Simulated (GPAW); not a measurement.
# Dielectric function and optical constants of NaCl

Wanted: where NaCl starts to absorb, how strongly, and its refractive index. The cell comes from an older database entry, whose edges can differ from later determinations, mostly by under a per cent.

Method: DFT, PBE, plane-wave PAW (GPAW data sets), scalar-relativistic, RPA, optical limit, in GPAW 26.7.0.

The database entry behind the starting cell differs from later determinations by our own check (an axis about 0.4 % short against later determinations), so it need not match the best structure at ambient conditions.

### Step 1. The structure

The structure is cubic, space group Fm-3m (No. 225). The conventional cell has a = 5.620 Å, b = 5.620 Å, c = 5.620 Å, α = 90.00°, β = 90.00°, γ = 90.00°. Cl has 6 Na at 2.81 Å nearest. Nearest to Na lie 6 Cl at 2.81 Å. Farther neighbours and most contacts between anions are not listed.

As a file:

```xyz
2
Lattice="0.0000 2.8100 2.8100 2.8100 0.0000 2.8100 2.8100 2.8100 0.0000" Properties=species:S:1:pos:R:3 pbc="T T T"
Cl    2.8100    2.8100    2.8100
Na    0.0000    0.0000    0.0000
```

### Step 2. Bands for the response

At the fixed density, many empty bands are solved on the mesh of the response, since the spectrum sums over them.

This step: DFT, PBE, plane-wave PAW (GPAW data sets), scalar-relativistic, bands at fixed density (GPAW 26.7.0).

nscf.py reads:

```python
from ase.dft.bandgap import bandgap
from gpaw import GPAW, FermiDirac

calc = GPAW('gs.gpw').fixed_density(kpts={'size': (11, 11, 11), 'gamma': True}, nbands=47, convergence={'bands': 41},
                                    occupations=FermiDirac(0.001), txt='nscf.txt')
print('gap (eV)', bandgap(calc, output=None)[0])
print('direct gap (eV)', bandgap(calc, direct=True, output=None)[0])
print('top band over the Fermi level (eV)', min(calc.get_eigenvalues(kpt=k)[40] for k in range(len(calc.get_ibz_k_points()))) - calc.get_fermi_level())
calc.write('full.gpw', mode='all')
```

Command:

```bash
$ OMP_NUM_THREADS=1 python nscf.py
```

Numbers of over 12 decimals in the logs are rounded to 6 here.

Output:

```text
Diagonalizing LCAO Hamiltonian
Converting LCAO to pw mode
convergence criteria:
- Maximum integral of absolute [eigenst]ate change: 4e-08 eV^2 / valence electron
maximum number of iterations: 150

SCF iterations
|iter     |      energy | eigst |  dens |
|iter:   1||             | +3.87 |       |
|iter:   2||             | +2.54 |       |
|iter:   3||             | +1.50 |       |
|iter:   4||             | +0.30 |       |
|iter:   5||             | -0.78 |       |
|iter:   6||             | -1.71 |       |
|iter:   7||             | -2.53 |       |
|iter:   8||             | -3.32 |       |
|iter:   9||             | -4.13 |       |
|iter:  10||             | -4.84 |       |
|iter:  11||             | -5.49 |       |
|iter:  12||             | -6.08 |       |
|iter:  13||             | -6.58 |       |
|iter:  14||             | -7.16 |       |
|iter:  15||             | -7.63c|       |
SCF steps: 15
  __  _  _
 | _ |_)|_||  |
 |__||  | ||/\| - 26.7.0

Versions:
  Python: 3.12.14
  ASE:    3.29.0
  Numpy:  2.5.5
  Scipy:  1.18.1
  Libxc:  7.0.0

Input parameters:
  mode=PW(ecut=500.0),
  convergence={'bands': 41},
  gpts=array([21, 21, 21]),
  kpts=MonkhorstPack(size=(11, 11, 11), gamma=True),
  maxiter=150,
  nbands=47,
  occupations=Occupations(name='fermi-dirac', width=0.001, fixmagmom=False),
  parallel={},
  xc=XC(name='PBE')

--- standard output ---
gap (eV) 5.158247
direct gap (eV) 5.158247
top band over the Fermi level (eV) 42.600039
```

Wall time 88 s (1 thread of Arm Neoverse V1, shared host); peak memory 0.2 GiB.

This step gave:

| Property | Result |
| --- | --- |
| gap on the k-mesh | 5.158 eV |
| direct gap on the mesh | 5.158 eV |

### Step 3. Dielectric function, RPA

Transitions between filled and empty bands, summed over the zone, give the optical response, so mesh, band count and broadening shape it.

The induced potential is part of this response.

This step: DFT, PBE, plane-wave PAW (GPAW data sets), scalar-relativistic, RPA, optical limit (GPAW 26.7.0).

df.py reads:

```python
from gpaw.response.df import DielectricFunction

df = DielectricFunction('full.gpw', frequencies={'type': 'nonlinear', 'domega0': 0.03, 'omega2': 8},
                        ecut=50,
                        eta=0.15,
                        nbands=41,
                        txt='df.txt')
for direction in ['x']:
    df.get_dielectric_function(xc='RPA', direction=direction, filename=f'df_{direction}.csv')
```

Command:

```bash
$ OMP_NUM_THREADS=1 python df.py
```

Output:

```text
Using integrator: PointIntegrator
NonLinearFrequencyDescriptor(from 0.000 to 69.002 eV, 504 points)
Nonperiodic BCs:  [False False False]
Using integrator: PointIntegrator
NonLinearFrequencyDescriptor(from 0.000 to 69.002 eV, 504 points)
Nonperiodic BCs:  [False False False]

Calculating chi0 body with:
    Ground state adapter containing:
    Number of spins: 1
    Number of kpoints: 1331
    Number of irreducible kpoints: 56
    Number of completely occupied states: 7
    Number of partially occupied states: 7

    Linear response parametrization:
    q_c: [0.0, 0.0, 0.0]
    Number of frequency points: 504
    Planewave cutoff: 50.0
    Number of bands: 41
    Number of planewaves: 27
    Broadening (eta): 0.15

Integrating chi0 body.

Symmetries of q_c:
    Direct symmetries (Uq -> q): 48
    Indirect symmetries (TUq -> q): 0
In total 48 allowed symmetries.

56 groups of equivalent kpoints. 95.792637% reduction.

Integral kind: spectral function

Calculating chi0 optical extensions with:
    Ground state adapter containing:
    Number of spins: 1
    Number of kpoints: 1331
    Number of irreducible kpoints: 56
    Number of completely occupied states: 7
    Number of partially occupied states: 7

    Linear response parametrization:
    Number of frequency points: 504
    Planewave cutoff: 50.0
    Number of bands: 41
    Number of planewaves: 27
    Broadening (eta): 0.15
Integrating chi0 head and wings.

Symmetries of q_c:
    Direct symmetries (Uq -> q): 48
    Indirect symmetries (TUq -> q): 0
In total 48 allowed symmetries.

56 groups of equivalent kpoints. 95.792637% reduction.

Integral kind: spectral function wings
```

Run time: 10 s. Hardware: 1 thread; peak memory 0.21 GiB.

Read-outs, printed or worked out from the files:

| Property | Result |
| --- | --- |
| electronic dielectric constant ε∞, mean over x, y and z (by symmetry where fewer were run) | 2.327 |
| main peak of Im epsilon, first axis | 8.844 eV |

Values under the direct gap are tails of Lorentzian lines. Im ε, E ∥ x against photon energy; read off at these points:

```tsv
photon energy (eV)	Im ε, E ∥ x
0.00	0
0.50	0.00217
1.00	0.00445
1.50	0.00696
2.00	0.00985
2.50	0.0134
3.00	0.0179
3.50	0.0243
4.00	0.0342
4.50	0.0533
5.00	0.126
5.50	0.525
6.00	0.698
6.18	0.967
6.50	0.720
6.93	1.29
7.00	1.20
7.50	1.94
8.00	2.18
8.50	2.78
8.83	2.95
9.00	2.66
9.50	1.75
10.00	1.62
10.50	1.80
11.00	2.13
11.50	2.39
12.00	2.01
12.50	1.74
13.00	1.40
13.50	1.50
```

Re ε, E ∥ x against photon energy:

```tsv
photon energy (eV)	Re ε, E ∥ x
0.0	2.33
0.5	2.33
1.0	2.34
1.5	2.36
2.0	2.39
2.5	2.43
3.0	2.48
3.5	2.55
4.0	2.64
4.5	2.78
5.0	3.02
5.5	3.21
6.0	3.29
6.5	3.38
7.0	3.12
7.5	3.54
8.0	2.90
8.5	2.30
9.0	1.25
9.5	1.46
10.0	1.58
10.5	1.69
11.0	1.50
11.5	1.14
12.0	0.652
12.5	0.336
13.0	0.471
13.5	0.505
```

Values under the direct gap are tails of Lorentzian lines. The loss function −Im 1/ε at q → 0, E ∥ x by energy loss; read off at these points:

energy loss (eV), loss function −Im 1/ε at q → 0, E ∥ x and a bar:
```
    0.000      0.000 
    0.250      0.000 
    0.500      0.000 
    0.750      0.001 
    1.000      0.001 
    1.250      0.001 
    1.500      0.001 
    1.750      0.001 
    2.000      0.002 
    2.250      0.002 
    2.500      0.002 
    2.750      0.003 
    3.000      0.003 
    3.250      0.003 
    3.500      0.004 
    3.750      0.004 
    4.000      0.005 
    4.250      0.006 
    4.500      0.007 
    4.750      0.009 
    5.000      0.014 #
    5.250      0.024 #
    5.500      0.050 ##
    5.750      0.051 ##
    6.000      0.062 ###
    6.250      0.089 ####
    6.500      0.060 ###
    6.750      0.092 ####
    7.000      0.107 #####
    7.250      0.087 ####
    7.500      0.119 ######
    7.750      0.148 #######
    8.000      0.166 ########
    8.250      0.171 ########
    8.500      0.214 ##########
    8.750      0.228 ###########
    9.000      0.308 ##############
    9.218      0.380 ##################
    9.250      0.379 ##################
    9.500      0.338 ################
    9.750      0.347 ################
   10.000      0.316 ###############
   10.250      0.300 ##############
   10.500      0.296 ##############
   10.750      0.292 #############
   11.000      0.313 ##############
   11.250      0.325 ###############
   11.500      0.340 ################
   11.750      0.402 ###################
   12.000      0.450 #####################
   12.250      0.464 #####################
   12.500      0.555 ##########################
   12.750      0.580 ###########################
   13.000      0.641 ##############################
   13.250      0.583 ###########################
   13.500      0.599 ############################
   13.750      0.649 ##############################
```

Values under the direct gap are tails of Lorentzian lines. Im ε, E ∥ x against photon energy; read off at these points:

```tsv
photon energy (eV)	without local fields	with local fields
0.000	0	0
0.250	0.00146	0.00108
0.500	0.00293	0.00217
0.750	0.00444	0.00329
1.000	0.00600	0.00445
1.250	0.00762	0.00567
1.500	0.00934	0.00696
1.750	0.0112	0.00835
2.000	0.0132	0.00985
2.250	0.0154	0.0115
2.500	0.0178	0.0134
2.750	0.0205	0.0155
3.000	0.0236	0.0179
3.250	0.0272	0.0208
3.500	0.0315	0.0243
3.750	0.0368	0.0286
4.000	0.0434	0.0342
4.250	0.0523	0.0418
4.500	0.0653	0.0533
4.750	0.0872	0.0736
5.000	0.141	0.126
5.250	0.262	0.243
5.500	0.546	0.525
5.750	0.556	0.531
6.000	0.741	0.698
6.250	0.929	0.883
6.500	0.791	0.720
6.750	1.30	1.18
7.000	1.35	1.20
7.250	1.52	1.27
7.500	2.36	1.94
7.750	2.75	2.21
8.000	2.80	2.18
8.250	3.55	2.55
8.500	3.94	2.78
8.750	4.34	2.81
8.831	4.59	2.95
9.000	4.15	2.66
9.250	3.35	1.95
9.500	3.55	1.75
9.750	3.63	1.75
10.000	3.65	1.62
10.250	3.93	1.73
10.500	4.08	1.80
10.750	4.28	1.96
10.808	4.33	2.02
11.000	4.15	2.13
11.250	3.94	2.17
11.500	3.62	2.39
11.750	2.99	2.20
12.000	2.62	2.01
12.250	2.48	1.94
12.500	1.92	1.74
12.750	1.94	1.56
13.000	1.69	1.40
13.250	1.72	1.45
13.500	1.37	1.50
13.750	1.22	1.43
```

The reflectivity at normal incidence, E ∥ x by photon energy; read off at these points:

photon energy (eV), reflectivity at normal incidence, E ∥ x (%) and a bar from the least value:
```
     0.00        4.3 
     0.50        4.3 
     1.00        4.4 
     1.50        4.5 
     2.00        4.6 #
     2.50        4.8 #
     3.00        5.0 ##
     3.50        5.3 ##
     4.00        5.7 ####
     4.50        6.3 #####
     5.00        7.3 ########
     5.50        8.4 ##########
     6.00        8.9 ############
     6.12        9.3 #############
     6.50        9.3 #############
     6.71       10.3 ###############
     7.00        9.4 #############
     7.50       12.8 ######################
     8.00       12.3 #####################
     8.50       14.6 ###########################
     8.89       15.9 ##############################
     9.00       15.3 ############################
     9.50        9.0 ############
    10.00        8.1 ##########
    10.50        9.2 #############
    11.00       11.5 ##################
    11.50       14.0 #########################
    11.63       14.6 ###########################
    12.00       14.0 #########################
    12.42       15.2 ############################
    12.50       14.9 ###########################
    13.00       11.3 ##################
    13.50       11.6 ###################
```

From ε follow the optical constants at some laser and lamp lines:

```tsv
wavelength (nm)	n	k	R (%)	1/α
1550	1.53	0.001	4.4	107 µm
633	1.54	0.003	4.6	16 µm
532	1.55	0.004	4.7	11 µm
450	1.57	0.005	4.9	7.2 µm
405	1.58	0.006	5.0	5.5 µm
365	1.59	0.007	5.2	4.1 µm
248	1.74	0.036	7.3	548 nm
```

Below the direct gap, k and the depth come from the tails of the Lorentzian lines, not from transitions.

Rows near the edge hang on the gap, which this functional as a rule makes too small, and phonon-assisted absorption is left out.

### Step 4. Outcome

```json
{"electronic dielectric constant ε∞, mean over x, y and z (by symmetry where fewer were run) (RPA)": "2.33", "main peak of Im epsilon, first axis": "8.84 eV"}
```

What this shows: At this level (PBE, RPA) NaCl has ε∞ = 2.33 and n = 1.53 at 1550 nm, and Im ε peaks at 8.8 eV. On the mesh the gap is 5.16 eV and the least direct gap 5.16 eV. Local fields change the static value along x from 2.73 to 2.33 (-15 %). Distinct maxima of Im ε, read by a parabola through the highest points, lie at 6.91 eV (1.3), 8.46 eV (2.8), 8.84 eV (3.0) and 11.51 eV (2.4). Excitons and phonon-assisted transitions are missing; PBE gaps are as a rule too small, which pulls the onset down and ε∞ up. The sum runs over mesh points, so small or evenly spaced maxima can still be ripples of the mesh.

[Machine, clock and banner lines and Python warnings are left out of the logs.]

[Logs are printed without paths, hosts, clocks, repeated set-up lines and the standing remarks that a program may print on its own settings, such as how far it seeks lower states.]

[Hosts, paths, dates, database ids (printed as entryN), source tags and the programs' standing remarks are cut or masked in the printed files.]
